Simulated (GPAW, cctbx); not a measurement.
## How far are the atoms of RbAg2 from free atoms?

Question: by how much does bonding change the X-ray structure factors of RbAg2, and what does a routine refinement make of it?

The start was made by putting kin elements into a known structure type; the compound need not exist, or be stable, in this form. All numbers below are calculated.

### 1. Find the equilibrium geometry

The density hangs on the geometry, so cell and atoms are relaxed first, with the symmetry held. The cutoff is set higher than for the density because stress converges slowly with plane waves.

Settings: GPAW 26.7.0, PBE, 570 eV, 4×4×4 k-points, Fermi–Dirac width 0.1 eV, BFGS to 0.03 eV/Å.

```text
cell
1.0
     0.000000000    4.709500000    4.709500000
     4.709500000    0.000000000    4.709500000
     4.709500000    4.709500000    0.000000000
Ag Rb
4 2
Direct
0.125000000 0.625000000 0.125000000
0.125000000 0.125000000 0.625000000
0.625000000 0.125000000 0.125000000
0.125000000 0.125000000 0.125000000
0.750000000 0.750000000 0.750000000
0.500000000 0.500000000 0.500000000
```

```console
$ OMP_NUM_THREADS=1 mpirun -n 4 gpaw python run.py > gpaw.log
```

```text
BFGS:    0      -12.123475        0.769725
BFGS:    1      -12.148618        0.759331
BFGS:    2      -12.453746        0.590213
BFGS:    3      -12.670368        0.366703
BFGS:    4      -12.772463        0.080935
BFGS:    5      -12.776629        0.012070
cell  6.1242 6.1242 6.1242  60.00 60.00 60.00
volume 162.415 A^3, largest force 0.000 eV/A, largest stress 0.07 GPa
```

The cell moved far, while the k-mesh and basis were chosen for the start, so the final shape may be somewhat biased.

After 5 steps the volume has changed by -22.3 % and the energy by -0.653 eV; the largest stress left is 0.07 GPa. It took 73 s on 4 cores of Intel(R) Xeon(R) Platinum 8488C (Sapphire Rapids) (shared host), peak memory 1.3 GiB.

Relaxed structure: Fd-3m (no. 227, origin choice 1), a = 8.6609 Å, b = 8.6609 Å, c = 8.6609 Å, α = 90.00°, β = 90.00°, γ = 90.00°.

| atom | mult. | x | y | z |
| --- | --- | --- | --- | --- |
| Ag1 | 16 | 3/8 | 1/8 | 7/8 |
| Rb1 | 8 | 1/4 | 3/4 | 3/4 |

### 2. Density and charge transfer

X-rays see the whole electron density, so the PAW density is rebuilt with its core regions. Subtracting spherical free atoms from the same code cancels the cores and leaves the deformation density Δρ, the part due to bonding.

Settings: PBE, 450 eV, 5×5×5 k-points, Fermi–Dirac width 0.1 eV; primitive cell of 6 atoms.

```console
$ OMP_NUM_THREADS=1 mpirun -n 4 gpaw python run.py > gpaw.log
```

```text
|iter:   1|       0s |  -13.729327 | -0.49 |       |
|iter:   2|       1s |  -13.535372 | -2.31 | -1.36 |
|iter:   3|       2s |  -13.140065 | -1.37 | -1.40 |
...
|iter:   7|       5s |  -12.770849c| -5.68 | -3.59 |
|iter:   8|       6s |  -12.770851c| -6.70 | -4.11c|
|iter:   9|       7s |  -12.770852c| -7.90c| -4.92c|
```

```text
grid (60, 60, 60)  electrons 262.000  moved by bonding 1.019 e
deformation density beyond 0.5 A of the nuclei: max 0.030, min -0.091 e/A^3
atom        x       y       z   Voronoi charge  moment
Ag1    0.6250  0.1250  0.6250     -0.065       0.00
Ag2    0.6250  0.6250  0.1250     -0.065       0.00
Ag3    0.1250  0.6250  0.6250     -0.065       0.00
Ag4    0.6250  0.6250  0.6250     -0.065       0.00
Rb5    0.2500  0.2500  0.2500      0.130       0.00
Rb6    0.0000  0.0000  0.0000      0.130       0.00
mean inner potential of superposed free atoms 16.666 V
total magnetic moment 0.000 muB
```

Deformation density in a plane through the shortest contact of the Ag atom at the origin, in 0.01 e/Å³ (clipped at ±99); x from -1.6 to 4.7 Å, y from 2.4 down to -2.4 Å:

```text
  .   .  -4   1   1   0  -1  -1  -1  -1   0   1   1  -4   .   .
 -6  -7  -1   2   1   0   0  -1  -1   0   0   1   2  -1  -7  -6
 -1   0   2   2   2   1   0   0   0   0   1   2   2   2   0  -1
  2   3   3   2   1   1   1   1   1   1   1   1   2   3   3   2
  3   2   0  -5  -4  -2   1   2   2   1  -2  -4  -5   0   2   3
  3   1  -6  -5   .  -5  -2   2   2  -2  -5   .  -5  -6   1   3
  3   1  -7   .   .  -5  -5   2   2  -5  -5   .   .  -7   1   3
  3   2  -4  -6   .  -6  -3   2   2  -3  -6   .  -6  -4   2   3
  2   2   1  -3  -5  -4   1   3   3   1  -4  -5  -3   1   2   2
  1   1   1   1   1   2   3   3   3   3   2   1   1   1   1   1
  0   0   0   1   2   3   2  -1  -1   2   3   2   1   0   0   0
 -1  -1   0   1   1   1  -4  -7  -7  -4   1   1   1   0  -1  -1
 -1  -1  -1   0   1   0  -5   .   .  -5   0   1   0  -1  -1  -1
```

Atoms in or within 0.15 Å of the plane: Ag (0.0, 0.0), Ag (3.1, 0.0) Å. Dots mark points within about 0.45 Å of a nucleus; large values next to them are atomic features.

Ag gains most (-0.07 e) and Rb loses most (+0.13 e), as electronegativity suggests. Along the shortest contact from the Ag atom at the map's origin, Ag–Ag at 3.06 Å, Δρ is +0.03 e/Å³ at the midpoint: little piles up between the atoms, as is usual in a metallic crystal, which this run finds. Point values carry grid noise of about 0.01 e/Å³. The run needed 9 iterations, 14 s.

### 3. Structure factors

The Fourier components of Δρ, added to those of the free atoms, give the static X-ray structure factors; the Mott–Bethe relation turns them into the Fourier components V of the potential that fast electrons feel.

```text
static structure factors of the conventional cell: F in electrons, V (Mott-Bethe) in volts
   h  k  l      d  |F| table  |F| free   |F| DFT   change   |V| free  |V| DFT  change %
   1  1  1  5.0004   159.909   159.671   159.970    0.298     1.239    1.187     -4.2
   0  2  2  3.0621   248.560   248.571   248.483   -0.088     3.138    3.143      0.2
   1  3  1  2.6114   477.706   477.149   476.213   -0.936     5.203    5.248      0.9
   2  2  2  2.5002   610.485   609.307   607.108   -2.199     6.293    6.390      1.5
   0  4  0  2.1652   357.104   355.937   354.011   -1.926     3.310    3.373      1.9
   1  3  3  1.9869   127.583   127.055   126.184   -0.871     1.104    1.128      2.2
   2  4  2  1.7679   206.500   206.551   206.653    0.102     1.972    1.970     -0.1
   3  3  3  1.6668   401.669   401.432   400.865   -0.567     3.604    3.615      0.3
   1  5  1  1.6668   401.669   401.432   401.098   -0.334     3.604    3.611      0.2
   0  4  4  1.5310   690.496   690.220   690.124   -0.096     5.917    5.919      0.0
   1  5  3  1.4640   108.426   108.365   108.516    0.151     0.882    0.880     -0.3
   2  4  4  1.4435     0.000     0.000     0.137    0.137     0.000    0.002        -
   0  6  2  1.3694   183.667   183.616   183.746    0.129     1.487    1.485     -0.1
   3  5  3  1.3208   356.522   356.560   356.853    0.293     2.815    2.812     -0.1
```

The largest X-ray change among the ordinary reflections is -2.20 e on 222, 0.4 % of |F|. For electrons V goes as (Z − F)/g², so a change of F counts against Z − F, which is small at low angle and wherever the atoms' terms cancel: |V| of 111 moves by -4.2 % (1.24 to 1.19 V) against +0.2 % in |F|. 244 vanishes for spherical atoms and reaches 0.14 e through aspherical density alone. The tabulated Hartree–Fock atoms differ from the free DFT atoms by up to 1.18 e, so the choice of reference atom matters too.

### 4. Refining ordinary atoms against data with bonding

Routine crystallography fits spherical atoms. To see the bias, intensities are simulated from tabulated atoms plus the DFT change ΔF, so that bonding alone can misfit (5240 reflections of the full sphere, merged to the counts below, to 0.5 Å, 1.5 % proportional noise plus counting noise, assumed isotropic U as listed, Δρ smeared by the mean U) and refined with cctbx over different ranges.

| range | data | R1 | GooF | U Ag1 (true 0.0055) | U Rb1 (true 0.0061) | largest shift (Å) | Δρ max, min (e/Å³) |
| --- | --- | --- | --- | --- | --- | --- | --- |
| all data | 164 | 0.0023 | 1.03 | 0.0055 | 0.0061 | 0.0000 | 0.19, -0.21 |
| low resolution, d > 0.84 | 41 | 0.0025 | 1.05 | 0.0054 | 0.0060 | 0.0000 | 0.14, -0.18 |
| high order, d < 0.75 | 108 | 0.0022 | 1.03 | 0.0055 | 0.0061 | 0.0000 | 0.25, -0.12 |
| occupancies free, d > 0.7 | 67 | 0.0024 | 1.02 | 0.0055 | 0.0061 | 0.0000 | 0.12, -0.22 |

With all data GooF is 1.03, so at this noise the bonding hardly shows; the top residual peak, near noise level, lies 1.88 Å from Ag and 1.88 Å from Ag. No U is off by more than 3 s.u. at low resolution. Symmetry fixes every coordinate, so the shifts are zero by construction. With Ag1 held at 1 and the scale free, the other occupancies refine to Rb1 1.000(0.001), within three s.u. of full. Reflections that vanish for spherical atoms get no phase and drop out of the difference map, which therefore understates the bond peaks.

### 5. Answer

Bonding moves 1.02 e in the primitive cell of RbAg2 and changes the ordinary structure factors of the conventional cell in the table above by at most 2.20 e (222, 0.4 %), and among reflections above 2 % of the strongest by up to 0.7 % (133); it gives 244, zero for spherical atoms, 0.14 e. The shortest bond, Ag–Ag, has Δρ = +0.03 e/Å³ at its midpoint, with no localised bond charge. With all data GooF is 1.03, so at this noise the bonding hardly shows. Limits: static density, frozen cores, no spin–orbit coupling.

[Outputs are excerpts: Python notices, other lines and further rows are left out; steps that failed or that the build refused (PBEsol, TPSS) are not shown.]

[Logs are printed without paths, hosts, clocks, repeated set-up lines and the standing remarks that a program may print on its own settings, such as how far it seeks lower states.]
